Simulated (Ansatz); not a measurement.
# AgF (model cell, started as wurtzite): a soft mode frozen in, part 3 of 3

Aim: this structure of AgF (model cell, started as wurtzite) is to be tested for unstable modes, and one is followed downhill.

Ansatz 0.2.0; DFT LDA, scalar-relativistic, plane waves, PAW.

So far. Step 5 (Energy along the mode, all amplitudes (two of the runs …): The lowest of the steps tried is at 0.22 Å, 5.24 meV/atom below the parent; the bottom of the well need not coincide with a step. Step 7 (The new phase in its own primitive cell): The largest force component left is 0.35 meV/Å and the pressure is -0.003 GPa, within the tolerances set. The cell now holds 15.73 Å³/atom. The relaxed cell has a = 4.010, c = 4.518 Å (conventional setting).

The structure was built from a prototype and need not be the compound's stable phase.

## (8) Modes of the new phase

A relaxed structure may still be a saddle point, so its zone-centre modes are computed. No field response is asked, since the mesh shows no gap.

Input file input.yaml:

```yaml
crystal:
  lattice:
    - [4.0097155802, 0.0, 0.0]
    - [-2.0048577901, 3.4725155544, 0.0]
    - [0.0, 0.0, 4.5176557273]
  atoms:
    - { symbol: Ag, position: [0.3333333333, 0.6666666667, 0.8173938543] }
    - { symbol: Ag, position: [0.6666666667, 0.3333333333, 0.1826061457] }
    - { symbol: F, position: [0.3333333333, 0.6666666667, 0.3226062704] }
    - { symbol: F, position: [0.6666666667, 0.3333333333, 0.6773937296] }
kpoints:
  mp_grid: { grid: [12, 12, 8] }
hamiltonian:
  xc: lda
scf:
  occupations: { method: methfessel_paxton, width: 0.15 }
output:
  eigenvalues: true
phonons:
  method: dfpt
```

On the command line:

```
$ ansatz run input.yaml --threads 4 --pin off --max-ram 7168MiB --backend cpu --events-out ev --progress --plain --runs-dir out
```

Numbers of over 12 decimals in the logs are rounded to 6 here.

What it wrote:

```text
[...]
Crystal: 4 atoms, lattice volume = 62.903 Å³
Basis set: ecut = 420 eV, 1239 PW (Γ), exchange–correlation on 54×54×64 points (8 copies of the dense FFT grid, shifted against one another)
Bands: 32, of which v1, the nominal top of the filled ones, is band 26 counted from 1 (25 counted from 0)
Symmetry: 12 space group operations
k-points: 320 of 1152 (irreducible under 2 space group operations, time reversal used)
[...]
SCF iter   1: F=—  HF=-16501.158482 eV  |F-HF|=—  |Δ(HF+E_count)|=         —  Δρ=2.14e-2  dr2=2.20e-1  ethr=1.77e-3  ⟨swp⟩=5.4  Hψ=35796  notcnv=0  defer=49
[...]
SCF iter   9: F=-16501.098626 eV  HF=-16501.098626 eV  |F-HF|=0.00e0  |Δ(HF+E_count)|=  1.46e-10  S|Δr|=    0.00e0  Δρ=9.91e-8  dr2=5.42e-12  ethr=1.00e-12  ⟨swp⟩=8.2  Hψ=57224  notcnv=0
SCF 1 converged in 9 iterations: F = -16501.098626 eV  dr2 = 5.42e-12
[...]
DFPT response loops at Γ: preconditioner auto → none (partly filled bands, converged f_vac=0.169); β = 0.50; Broyden in place of MSR1
SCF converged after 9 iterations
[...]
Free energy (F): -16501.098626 eV
[...]
Internal energy: -16501.099111 eV  (E = F + TS)
E sigma→0 (E₀):  -16501.098747 eV
Entropy (-TS):   0.000485 eV (0.121 meV/atom)
Fermi energy:    8.311622 eV
[...]
--- Band table (eV; the first three rows and the last of 320) ---
  k-point 0: bands = [... 22 lower, 7.2217, 7.2217, 7.5548, 7.5548, 7.5984, 14.7763, 16.4019, 19.4181, ... 2 higher]
  k-point 1: bands = [... 22 lower, 7.1853, 7.1853, 7.5587, 7.5587, 8.0285, 14.2418, 17.0600, 19.1254, ... 2 higher]
  k-point 2: bands = [... 22 lower, 7.1386, 7.4014, 7.5563, 7.5563, 8.9856, 13.3943, 18.2543, 18.7304, ... 2 higher]
  k-point 319: bands = [... 22 lower, 6.9317, 7.6905, 7.8485, 8.2910, 12.0130, 14.3981, 14.7089, 14.8473, ... 2 higher]
--- Phonons (Γ-DFPT): 4 representative perturbations + reference, on 320 of 1152 k-points (Σ response iterations 13) ---
  k mesh reduced under 2 symmetry operations, with k and −k counted as one. Each operation leaves every solved perturbation unchanged. A smaller set is not used because it would not reduce the number of displacements times k-points to solve
  ASR residual: 1.010e-4 → 0.000e0 eV/Å²; symmetrization residual: 1.125e-5 eV/Å²
  ASR residual per site (eV/Å²): 7.53e-5 7.53e-5 1.01e-4 1.01e-4
[...]
non-analytic LO–TO correction: not included (Born effective charges unavailable; polar crystals: no LO–TO splitting at Γ)
```

Wall time 2.6 min (4 threads of Arm Neoverse N1, shared host); peak memory 1.7 GiB; 9.5 min of CPU time.

Numbers from this step:

```
sum-rule residual before enforcement                    : 1.01e-4 eV/Å²
point group                                             : -3m
highest optical mode at the zone centre (no LO-TO term) : 358.9 cm⁻¹
lowest optical zone-centre mode                         : 78.62 cm⁻¹
```

Patterns of degenerate modes are one choice out of their space. Modes at Γ, with each element's share of the kinetic energy:

```
mode  frequency (cm⁻¹)  symmetry  Ag %  F %
   1               0.0  acoustic    85   15
   2               0.0  acoustic    85   15
   3               0.0  acoustic    85   15
   4              78.6        Eg    90   10
   5              78.6        Eg    90   10
   6              95.9       A1g    88   12
   7             159.5        Eu    15   85
   8             159.5        Eu    15   85
   9             223.3        Eg    10   90
  10             223.3        Eg    10   90
  11             316.6       A2u    15   85
  12             358.9       A1g    12   88
```

Displacements in mode 4 (78.6 cm⁻¹), the largest set to 1:
```
Ag1 -1.00 -0.35  0.00
Ag2  1.00  0.35  0.00
F3   0.78  0.28  0.00
F4  -0.78 -0.28  0.00
```

Displacements in mode 8 (159.5 cm⁻¹), the largest set to 1:
```
Ag1 -0.18  0.00  0.00
Ag2 -0.18  0.00  0.00
F3   1.00  0.00  0.00
F4   1.00  0.00  0.00
```

Before it was imposed, the acoustic sum rule was missed by 1.0e-4 eV/Å². Small misses are needed for a sound result but don't prove that mesh and cutoff are converged. The lowest optical mode is real, 78.6 cm⁻¹.

## (9) Summary of results

```yaml
unstable_mode_of_the_parent: q = (0, 0, 0), 45i cm⁻¹
depth_at_the_lowest_point_sampled: 5.24 meV/atom
largest_atomic_shift_at_that_point: 0.22 Å
space_group_reached_within_0p01_a: P-3m1
energy_gained_over_the_parent_first_relaxation_on_the_mesh_of_the_frozen_mode: 15.7 meV/atom
volume_per_atom_phase_reached: 15.7 Å³
lowest_optical_zone_centre_mode_phase_reached: 78.6 cm⁻¹
highest_optical_mode_at_the_zone_centre_no_lo_to_term_phase_reached: 359 cm⁻¹
```

**Reading.** Along this mode the structure falls into P-3m1, 15.7 meV/atom below the parent. At the parent's cell the well is 5.236 meV/atom deep on the steps tried, with its lowest point at a shift of 0.22 Å. Relaxing atoms and cell changes the gain by +10.42 meV/atom against the lowest step (energies at zero smearing). Most of the total comes from this relaxation. The new phase has no imaginary mode at the zone centre of its cell; other wavevectors were not checked. Of the 2 patterns followed to their end from this parent, this one ends 130 meV/atom above the lowest, Pnma. Each path keeps the symmetry of its pattern, so a lower phase may lie along a pattern not tried. The q mesh stands for a supercell only 8.0 Å across, so branches between the solved wavevectors are rough. The relaxed cell left the space group of the starting entry, even within 0.1 Å, so it may not be the phase that the entry, or a measurement on it, describes. With no gap, or one that is small against the smearing, the frequencies hang on the k mesh and the smearing, most of all near Kohn anomalies. A semilocal functional can close a gap that the real compound would have, so the metallic treatment may be an artefact of the level. The starting cell was built on a prototype and not taken from a measurement, so the phase need not exist.

[Logs are printed without paths, hosts, clocks, repeated set-up lines and the standing remarks that a program may print on its own settings, such as how far it seeks lower states.]

[Hosts, paths, dates, database ids (printed as entryN), source tags and the programs' standing remarks are cut or masked in the printed files.]
